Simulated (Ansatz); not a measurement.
## Mg3SbAs (built on the sites of a database entry of Mg3Sb2): phonons and vibrational spectra

The cell of Mg3SbAs (built on the sites of a database entry of Mg3Sb2) is at rest. What are its phonons?

Method: DFT PBEsol, scalar-relativistic, plane waves, norm-conserving pseudopotentials, in Ansatz 0.2.0.

The structure was built from a prototype and need not be the compound's stable phase.

In doubt: the program warns that the response may not be converged on this k-mesh (step 2), which bears on the force constants and all frequencies.

### Step 1. The starting structure

The structure is trigonal, space group P3m1 (No. 156). Conventional cell: a = 4.412 Å, b = 4.412 Å, c = 6.939 Å, α = 90.00°, β = 90.00°, γ = 120.00°. Nearest to Mg lie 3 As at 2.66 Å and 1 Sb at 3.01 Å. Nearest to Mg lie 1 As at 2.69 Å and 3 Sb at 2.77 Å. Mg has 3 As at 2.99 Å and 3 Sb at 3.00 Å nearest. Nearest to Sb lie 7 Mg at 2.77 to 3.01 Å. Nearest to As lie 7 Mg at 2.66 to 2.99 Å. Farther neighbours are not listed.

### Step 2. Modes at Γ

The cell comes from relaxations at this level that are not shown. The zone centre is the only wavevector solved here; it holds the modes that light can see, as far as symmetry allows. The response to a homogeneous field gives the Born charges and the dielectric tensor.

input.yaml

```yaml
crystal:
  lattice:
    - [4.4124336353, -2.8363e-06, 0.0]
    - [-2.2062143613, 3.8212810389, 0.0]
    - [0.0, 0.0, 6.9385843538]
  atoms:
    - { symbol: Mg, position: [0.3333333333, 0.6666666667, 0.6515719868] }
    - { symbol: Mg, position: [0.6666666667, 0.3333333333, 0.376082732] }
    - { symbol: Mg, position: [0.0, 0.0, -0.0093892966] }
    - { symbol: Sb, position: [0.3333333333, 0.6666666667, 0.2176286971] }
    - { symbol: As, position: [0.6666666667, 0.3333333333, 0.7641058807] }
kpoints:
  mp_grid: { grid: [9, 9, 4] }
hamiltonian:
  xc: pbesol
  pseudopotentials: { kind: nc }
scf:
  occupations: { method: fixed }
output:
  eigenvalues: true
phonons:
  method: dfpt
  dielectric: true
  rigid_motions: translations
```

The run is started by

```
> ansatz run input.yaml --threads 8 --pin off --max-ram 14336MiB --backend cpu --events-out ev --progress --plain --runs-dir out
```

Numbers of over 12 decimals in the logs are rounded to 6 here.

What it wrote:

```text
Engine: ansatz 0.2.0, aarch64-unknown-linux-gnu
Pseudopotentials: kind: nc
Pseudopotential: Mg, nc, valence charge 10, recommended cutoff 1142.878222 eV (normal), Mg.nc.azcp (PseudoDojo's, or run here from an input of PseudoDojo's: the run reads no file of this project's for it)
Pseudopotential: Sb, nc, valence charge 15, recommended cutoff 1088.45545 eV (normal), Sb.nc.azcp (PseudoDojo's, or run here from an input of PseudoDojo's: the run reads no file of this project's for it)
Pseudopotential: As, nc, valence charge 15, recommended cutoff 1142.878222 eV (normal), As.nc.azcp (PseudoDojo's, or run here from an input of PseudoDojo's: the run reads no file of this project's for it)
Functional definition: PBEsol
  exchange = pbesol_x
  correlation = pbesol_c
Crystal: 5 atoms, lattice volume = 116.992 Å³
Basis set: ecut = 1142.878222 eV, 10239 PW (Γ), exchange–correlation on 100×100×160 points (8 copies of the dense FFT grid, shifted against one another)
Bands: 36, of which v1, the nominal top of the filled ones, is band 30 counted from 1 (29 counted from 0)
Symmetry: 6 space group operations
k-points: 95 of 324 (irreducible under 2 space group operations, time reversal used)
Non-local potential: Mg, projectors of the file, l = 0: 2, l = 1: 2
Non-local potential: Sb, projectors of the file, l = 0: 2, l = 1: 2, l = 2: 2, l = 3: 2
Non-local potential: As, projectors of the file, l = 0: 2, l = 1: 2, l = 2: 2
Initial density: superposition of atomic densities (chi_scale 0.1, normalization cell, long waves kept (reshape's long-wave potential 0.05 eV rms))
Initial wavefunctions: pseudopotential atomic-orbital guess
Functional: x = pbesol(κ = 0.804, μ = 0.123457), c = pbesol(β = 0.046)
SCF iter   1: F=—  HF=-10196.719333 eV  |F-HF|=—  |Δ(HF+E_count)|=         —  Δρ=4.44e-2  dr2=1.90e0  ethr=3.10e-3  ⟨swp⟩=5.0  Hψ=11565  notcnv=0  defer=374
preconditioner: auto → Resta (q_TF=auto, 2.441 Å⁻¹)  ε∞=4.3  [insulator: Δε(μ)=0.386 eV  Ē_g=7.613 eV  n_scr=22 (ndim 8)  ℏωp=13.7 eV  f_vac=0.002  ε∞_Penn≈4.3]
SCF iter   2: F=—  HF=-10196.165446 eV  |F-HF|=—  |Δ(HF+E_count)|=   5.54e-1  Δρ=2.02e-2  dr2=3.75e-1  ethr=3.10e-3  ⟨swp⟩=2.3  Hψ=4944  notcnv=0  defer=374
SCF iter   3: F=—  HF=-10196.078528 eV  |F-HF|=—  |Δ(HF+E_count)|=   8.69e-2  Δρ=5.42e-3  dr2=2.68e-2  ethr=6.26e-4  ⟨swp⟩=3.2  Hψ=6005  notcnv=0  defer=380
SCF iter   4: F=—  HF=-10196.077918 eV  |F-HF|=—  |Δ(HF+E_count)|=   6.10e-4  Δρ=1.51e-3  dr2=1.97e-3  ethr=4.47e-5  ⟨swp⟩=2.5  Hψ=4574  notcnv=0  defer=380
SCF iter   5: F=—  HF=-10196.077617 eV  |F-HF|=—  |Δ(HF+E_count)|=   3.00e-4  Δρ=4.37e-4  dr2=1.82e-4  ethr=3.29e-6  ⟨swp⟩=2.0  Hψ=4703  notcnv=0  defer=380
SCF iter   6: F=—  HF=-10196.077681 eV  |F-HF|=—  |Δ(HF+E_count)|=   6.32e-5  Δρ=1.89e-4  dr2=3.49e-5  ethr=3.03e-7  ⟨swp⟩=2.0  Hψ=4623  notcnv=0  defer=380
SCF iter   7: F=—  HF=-10196.077655 eV  |F-HF|=—  |Δ(HF+E_count)|=   2.54e-5  Δρ=4.89e-5  dr2=2.22e-6  ethr=5.82e-8  ⟨swp⟩=2.0  Hψ=4513  notcnv=0  defer=376
SCF iter   8: F=—  HF=-10196.077546 eV  |F-HF|=—  |Δ(HF+E_count)|=   1.09e-4  Δρ=1.54e-5  dr2=1.42e-7  ethr=3.70e-9  ⟨swp⟩=2.0  Hψ=5128  notcnv=0  defer=369
SCF iter   9: F=—  HF=-10196.077546 eV  |F-HF|=—  |Δ(HF+E_count)|=   4.43e-8  Δρ=2.32e-6  dr2=4.49e-9  ethr=2.37e-10  ⟨swp⟩=2.0  Hψ=4986  notcnv=0  defer=369
SCF iter  10: F=—  HF=-10196.077546 eV  |F-HF|=—  |Δ(HF+E_count)|=  9.44e-10  Δρ=5.27e-7  dr2=2.09e-10  ethr=7.49e-12  ⟨swp⟩=2.0  Hψ=5833  notcnv=0  defer=369
SCF iter  11: F=-10196.077546 eV  HF=-10196.077546 eV  |F-HF|=0.00e0  |Δ(HF+E_count)|=  4.37e-11  Δρ=1.27e-7  dr2=1.62e-11  ethr=1.00e-12  ⟨swp⟩=16.3  Hψ=23380  notcnv=0
SCF 1 converged in 11 iterations: F = -10196.077546 eV  dr2 = 1.62e-11
NSCF: frozen V_eff on 4 k-points
DFPT response loops at Γ: preconditioner auto → Resta (q_TF=auto, 2.441 Å⁻¹)  ε∞=11.5 (no band partly filled); β = 1.00, the filter's whole step (`scf.mixing.beta` (0.50) is not read by the response loops at its default; to damp them type it under 1.00, their step now; it binds the ground state too); Broyden in place of MSR1
── the response to a field inside a basis, on 14×14×10 k-points: an SCF that follows is theirs, and a resumed run solves both again ──
Bands: 31, of which v1, the nominal top of the filled ones, is band 30 counted from 1 (29 counted from 0)
k-points: 525
Initial density: handed on by an earlier stage of this run
Initial wavefunctions: pseudopotential atomic-orbital guess (no wavefunctions were taken with the density)
Eigensolver: Dense (525 Hₖ)
SCF iter   1: F=—  HF=-10196.006018 eV  |F-HF|=—  |Δ(HF+E_count)|=         —  Δρ=2.58e-4  dr2=1.44e-5  ethr=1.00e-1
preconditioner: auto → Resta (q_TF=auto, 2.441 Å⁻¹)  ε∞=6.6  [insulator: Δε(μ)=0.511 eV  Ē_g=5.804 eV  n_scr=22 (ndim 8)  ℏωp=13.7 eV  f_vac=0.020  ε∞_Penn≈6.6]
SCF iter   2: F=—  HF=-10196.006023 eV  |F-HF|=—  |Δ(HF+E_count)|=   4.50e-6  Δρ=1.32e-4  dr2=4.44e-6  ethr=2.40e-8
SCF iter   3: F=—  HF=-10196.006025 eV  |F-HF|=—  |Δ(HF+E_count)|=   2.13e-6  Δρ=8.71e-6  dr2=1.64e-7  ethr=7.40e-9
SCF iter   4: F=-10196.006025 eV  HF=-10196.006025 eV  |F-HF|=1.34e-9  |Δ(HF+E_count)|=   3.64e-9  Δρ=2.84e-6  dr2=1.23e-8  ethr=2.73e-10
SCF 1 converged in 4 iterations: F = -10196.006025 eV  dr2 = 1.23e-8
DFPT response loops at Γ: preconditioner auto → Resta (q_TF=auto, 2.441 Å⁻¹)  ε∞=10.8 (no band partly filled); β = 1.00, the filter's whole step (`scf.mixing.beta` (0.50) is not read by the response loops at its default; to damp them type it under 1.00, their step now; it binds the ground state too); Broyden in place of MSR1
WARN: field response: inside a basis, on 14×14×10 points, no mesh in reach settles it: take ε∞, Z* and everything formed from them with what they may err, as stated (eps_inf_uncertainty, zstar_uncertainty_e), and compare with field_mesh: kpoints on a denser kpoints.mp_grid
WARN: field response: ε∞ stands inside a basis, on 14×14×10 points; the force constants stand on the 9×9×4 k-mesh, whose period is 7.72 times the interband length at k = (0.0000, 0.0000, 0.0000), direct gap 0.451 eV, under 14: take them and everything formed from them as unconverged, and compare with a denser kpoints.mp_grid
SCF converged after 11 iterations
Free energy (F): -10196.077546 eV
Harris-Foulkes:  -10196.077546 eV  (|F-HF|=0.00e0)
Internal energy: -10196.077546 eV  (E = F + TS)
E sigma→0 (E₀):  -10196.077546 eV
Fermi energy:    7.639868 eV
--- Per-component energies (eV) ---
  E_band       = -1469.766693
  E_kinetic    = 6283.268658
  E_local      = -8511.584263  (includes V_loc(G=0)·N_el)
  E_nonlocal   = -4193.739091
  E_hartree    = 3298.436303
  E_xc         = -1888.638016
  E_vxc        = -1644.584619  (∫ρ·V_xc dr)
  E_ewald      = -5183.821137
  E_smearing   = -0.000000  (= −TS)
  E_closure    = 0.000000  (closes the sum)
  Σ components = -10196.077546   (vs F -10196.077546, Δ=0.00e0)
--- Band table (eV; the first three rows and the last of 95) ---
  k-point 0: bands = [... 26 lower, 6.3010, 7.3995, 7.3995, 7.6399, 8.0910, 9.5954, 11.0753, 11.0753, ... 2 higher]
  k-point 1: bands = [... 26 lower, 6.3529, 6.3529, 7.3400, 7.3400, 8.8279, 9.9788, 10.8599, 10.8599, ... 2 higher]
  k-point 2: bands = [... 26 lower, 6.4131, 6.4131, 7.2707, 7.2707, 9.1417, 10.0914, 10.7495, 10.7495, ... 2 higher]
  k-point 94: bands = [... 26 lower, 4.6356, 5.0878, 6.2403, 6.3948, 9.6162, 10.0014, 10.9963, 11.2911, ... 2 higher]
--- Phonons (Γ-DFPT): 10 representative perturbations + reference, on 95 of 324 k-points (Σ response iterations 35) ---
  k mesh reduced under 2 symmetry operations, with k and −k counted as one. Each operation leaves every solved perturbation unchanged. A smaller set is not considered because the run solves the response to a homogeneous field
  ASR residual: 8.029e-3 → 0.000e0 eV/Å²; symmetrization residual: 1.799e-4 eV/Å²
  ASR residual per site (eV/Å²): 1.81e-3 3.53e-3 8.03e-3 8.89e-5 9.90e-5
  Γ frequencies (cm⁻¹): 0.00 0.00 0.00 87.55 87.55 134.11 142.39 142.39 151.02 223.34 238.89 238.89 257.52 257.52 269.10
  ε∞ (high-frequency dielectric tensor):
       12.200282    -0.000000    -0.000000
       -0.000000    12.200282     0.000000
       -0.000000     0.000000    15.121416
  ε⁰ (static dielectric tensor: ions relaxed, cell fixed):
       25.367489    -0.000000    -0.000000
       -0.000000    25.367489    -0.000000
       -0.000000    -0.000000    30.487480
  ε⁰ − ε∞ (ionic part):
       13.167207     0.000000     0.000000
        0.000000    13.167207    -0.000000
        0.000000    -0.000000    15.366064
  softest optical mode at Γ: 87.55 cm⁻¹; the repairs (sum rule, projections) moved no ω² at Γ by more than (10.96 cm⁻¹)²
  Born effective charges Z* (e; rows j = field, columns β = displacement):
    site 0:
         1.84021   -0.00000   -0.00000
        -0.00000    1.84021    0.00000
        -0.00000    0.00000    2.14858
    site 1:
         1.76299   -0.00000   -0.00000
        -0.00000    1.76299    0.00000
        -0.00000    0.00000    1.70625
    site 2:
         2.98366   -0.00000   -0.00000
        -0.00000    2.98366    0.00000
        -0.00000    0.00000    2.79085
    site 3:
        -3.21463    0.00000    0.00000
         0.00000   -3.21463   -0.00000
         0.00000   -0.00000   -3.48309
    site 4:
        -3.37223    0.00000    0.00000
         0.00000   -3.37223   -0.00000
         0.00000   -0.00000   -3.16259
  Z* charge neutrality: 3.380e-2 e pre-enforcement
  solved inside a basis spanned on kpoints, on 14×14×10 k-points transformed towards the longest dipole, which do not settle them: ε∞ is read to err by 8.2e-1, Z* by 6.9e-1 e (field_mesh: kpoints solves on kpoints); Z* is corrected for what the basis lacks
  optical modes at Γ without the LO–TO term, one row a degenerate level:
      ω (cm⁻¹)  modes    IR ((D/Å)²/amu)
         87.55      2             1.0347
        134.11      1             0.6830
        142.39      2            19.6272
        151.02      1            17.8337
        223.34      1             0.5781
        238.89      2            19.4874
        257.52      2             0.0001
        269.10      1             0.8226
  optical modes at Γ + LO–TO along q̂ = [1.0000, 0.0000, 0.0000]:
      ω (cm⁻¹)  modes    IR ((D/Å)²/amu)
         87.55      1             0.5173
         89.31      1             0.0825
        134.11      1             0.6830
        142.39      1             9.8136
        151.02      1            17.8337
        173.28      1             3.8092
        223.34      1             0.5781
        238.89      1             9.7437
[...]
optical modes at Γ + LO–TO along q̂ = [0.0000, 1.0000, 0.0000]:
      ω (cm⁻¹)  modes    IR ((D/Å)²/amu)
[...]
257.52      1             0.0000
        257.52      1             0.0000
        269.10      1             0.8226
        277.49      1            16.1830
  optical modes at Γ + LO–TO along q̂ = [0.0000, 0.0000, 1.0000]:
      ω (cm⁻¹)  modes    IR ((D/Å)²/amu)
         87.55      2             1.0347
        134.65      1             0.0210
        142.39      2            19.6272
        206.08      1            11.7196
        228.58      1             5.4336
        238.89      2            19.4874
        257.52      2             0.0001
        272.50      1             2.7433
```

Wall time 13 min (8 threads of Arm Neoverse N1, shared host); peak memory 8.2 GiB; 1.7 h of CPU time.

Numbers from this step:

| Property | Result |
| --- | --- |
| gap on the k-mesh | 0.4511 eV |
| volume per atom | 23.40 Å³ |
| sum-rule residual before enforcement | 0.008029 eV/Å² |
| miss of the charge sum rule | 0.03380 e |
| estimated error of the dielectric tensor | 0.8231 |
| estimated error of the Born charges | 0.6885 e |
| point group | 3m |
| highest optical mode at the zone centre (no LO-TO term) | 269.1 cm⁻¹ |
| lowest optical zone-centre mode | 87.55 cm⁻¹ |
| mean high-frequency dielectric constant | 13.17 |
| largest Born charge (third of the trace) | -3.304 e |
| mean static dielectric constant | 27.07 |
| top of the zone-centre spectrum with the field | 277.5 cm⁻¹ |

Without the LO-TO term. Patterns of degenerate modes are one choice out of their space. Modes at Γ, with each element's share of the kinetic energy:

```
mode  frequency (cm⁻¹)  symmetry  Mg %  Sb %  As %
   1               0.0  acoustic    27    45    28
   2               0.0  acoustic    27    45    28
   3               0.0  acoustic    27    45    28
   4              87.5         E    13    33    54
   5              87.5         E    13    33    54
   6             134.1        A1     6    50    43
   7             142.4         E    90     9     1
   8             142.4         E    90     9     1
   9             151.0        A1    73     4    23
  10             223.3        A1    99     0     1
  11             238.9         E    80     7    12
  12             238.9         E    80     7    12
  13             257.5         E    90     5     6
  14             257.5         E    90     5     6
  15             269.1        A1    95     0     5
```

Displacements in mode 5 (87.5 cm⁻¹), the largest set to 1:
```
Mg1  0.71 -0.02  0.00
Mg2 -0.34  0.01  0.00
Mg3 -0.36  0.01  0.00
Sb4 -0.62  0.02  0.00
As5  1.00 -0.03  0.00
```

Displacements in mode 14 (257.5 cm⁻¹), the largest set to 1:
```
Mg1 -0.98  0.14  0.00
Mg2  1.00 -0.14  0.00
Mg3  0.08 -0.01  0.00
Sb4 -0.14  0.02  0.00
As5  0.20 -0.03  0.00
```

High-frequency dielectric tensor, which the program warns is not settled by the k meshes in reach. Tensor:

```
      x     y      z
x  12.2     0      0
y     0  12.2      0
z     0     0  15.12
```

Static dielectric tensor, which the program warns is not settled by the k meshes in reach. Tensor:

```
       x      y      z
x  25.37      0      0
y      0  25.37      0
z      0      0  30.49
```

Optical modes at the zone centre, without and with the macroscopic field of the longitudinal modes; each column is sorted by frequency, so a row need not hold one and the same mode. Modes with and without the field, by row:

```
rank among optical modes  no field (cm⁻¹)  q along (1, 0, 0) (cm⁻¹)  q along (0, 0, 1) (cm⁻¹)
                       1             87.5                      87.5                      87.5
                       2             87.5                      89.3                      87.5
                       3            134.1                     134.1                     134.7
                       4            142.4                     142.4                     142.4
                       5            142.4                       151                     142.4
                       6              151                     173.3                     206.1
                       7            223.3                     223.3                     228.6
                       8            238.9                     238.9                     238.9
                       9            238.9                     257.5                     238.9
                      10            257.5                     257.5                     257.5
                      11            257.5                     269.1                     257.5
                      12            269.1                     277.5                     272.5
```

Born charge (rows field, columns displacement) (e), principal values of the symmetric part by kind of site:

```
atom  atoms with these values    low  middle   high   mean
 Mg1                        1   1.84    1.84   2.15   1.94
 Mg2                        1   1.71    1.76   1.76   1.74
 Mg3                        1   2.79    2.98   2.98   2.92
 Sb4                        1  -3.48   -3.21  -3.21  -3.30
 As5                        1  -3.37   -3.37  -3.16  -3.30
```

In full for Mg1:

```
1.84 0.00 0.00
0.00 1.84 0.00
0.00 0.00 2.15
```

Transverse modes. Lines of the infrared spectrum (strongest = 100):

```
position (cm⁻¹)  label  relative intensity
             88      E                 5.3
            134     A1                 3.5
            142      E                 100
            151     A1                  91
            223     A1                 2.9
            239      E                  99
            258      E                 0.0
            269     A1                 4.2
```

Before it was imposed, the acoustic sum rule was missed by 0.0080 eV/Å² and the charge sum rule by 0.034 e. The charge miss is large and points to the mesh or the basis. The lowest optical mode is real, 87.5 cm⁻¹.

The log warns of the k mesh: “the force constants stand on the 9×9×4 k-mesh, whose period is 7.72 times the interband length at k = (0.0000, 0.0000, 0.0000), direct gap 0.451 eV, under 14: take them and everything formed from them as unconverged”.

### Step 3. Another isotope, element Mg, natural mass 24.305 amu

An isotope changes the mass and not the force constants, so no new electronic calculation is needed; the shifts show which modes move this element.

The same force constants with the mass of Mg changed from 24.305 to 25.983 u (phonopy, no LO-TO term). Both lists are sorted by frequency; levels can cross, so a row need not hold one and the same mode. Modes under 3 cm⁻¹ are left out. Isotope shifts, by row:

```
    q  rank  natural mass (cm⁻¹)  changed mass (cm⁻¹)
0 0 0     4                87.55                87.16
0 0 0     5                87.55                87.16
0 0 0     6                134.1                133.8
0 0 0     7                142.4                138.2
0 0 0     8                142.4                138.2
0 0 0     9                  151                147.5
0 0 0    10                223.3                216.1
0 0 0    11                238.9                232.6
0 0 0    12                238.9                232.6
0 0 0    13                257.5                  250
0 0 0    14                257.5                  250
0 0 0    15                269.1                260.8
```

A mode of this element alone would shift by -3.28 %. The highest zone-centre frequency without the field goes from 269.1 to 260.8 cm⁻¹ (-3.1 %). The product of the frequency ratios over all optical modes at Γ is 0.761; the product rule, (m/m′)^(3k/2) (M′/M)^(3/2) with k = 3 such atoms and M the mass of the cell, gives 0.761.

### Step 4. Isotope substitution, element Sb, natural mass 121.76 amu

The same for Sb, from 121.76 to 122.90 u.

A mode of this element alone would shift by -0.47 %. The highest zone-centre frequency without the field goes from 269.1 to 269.1 cm⁻¹ (+0.0 %). The product of the frequency ratios over all optical modes at Γ is 0.992; the product rule, (m/m′)^(3k/2) (M′/M)^(3/2) with k = 1 such atoms and M the mass of the cell, gives 0.992.

### Step 5. What came out

```yaml
space_group_within_0p01_a: P3m1
volume_per_atom: 23.4 Å³
gap_on_the_k_mesh: 0.451 eV
highest_optical_mode_at_the_zone_centre_no_lo_to_term: 269 cm⁻¹
top_of_the_zone_centre_spectrum_with_the_field: 277 cm⁻¹
lowest_optical_zone_centre_mode: 87.5 cm⁻¹
mean_high_frequency_dielectric_constant: 13.2
mean_static_dielectric_constant: 27.1
largest_born_charge_third_of_the_trace: -3.30 e
imaginary_modes_at_gamma_the_only_wavevector_solved: none
```

The structure is stable against zone-centre distortions, since no mode there is imaginary; other wavevectors were not solved, so zone-boundary instabilities are untested. Without the field, the optical modes at Γ span 88 to 269 cm⁻¹. No dispersion was computed. The highest mode in this list at Γ, 269.1 cm⁻¹, is mostly motion of Mg (95 % of the kinetic energy). With the macroscopic field of the longitudinal modes the top of the zone-centre spectrum lies at 277 cm⁻¹, against 269 cm⁻¹ without it. Lattice motion raises the mean dielectric constant from 13.17 to 27.07. The strongest infrared line is at 142 cm⁻¹. With the field response the log warns that the k mesh is coarse for the force constants too, so the frequencies may not be converged. In this run the field response is not settled by the k meshes in reach, so its dielectric tensor, Born charges and longitudinal modes are rough. Spin-orbit coupling is left out, which can matter for the heavy elements here. The starting cell was built on a prototype and not taken from a measurement, so the phase need not exist. These are harmonic frequencies at zero temperature: anharmonic shifts, linewidths and thermal expansion are left out.

[Logs are printed without paths, hosts, clocks, repeated set-up lines and the standing remarks that a program may print on its own settings, such as how far it seeks lower states.]

[Hosts, paths, dates, database ids (printed as entryN), source tags and the programs' standing remarks are cut or masked in the printed files.]
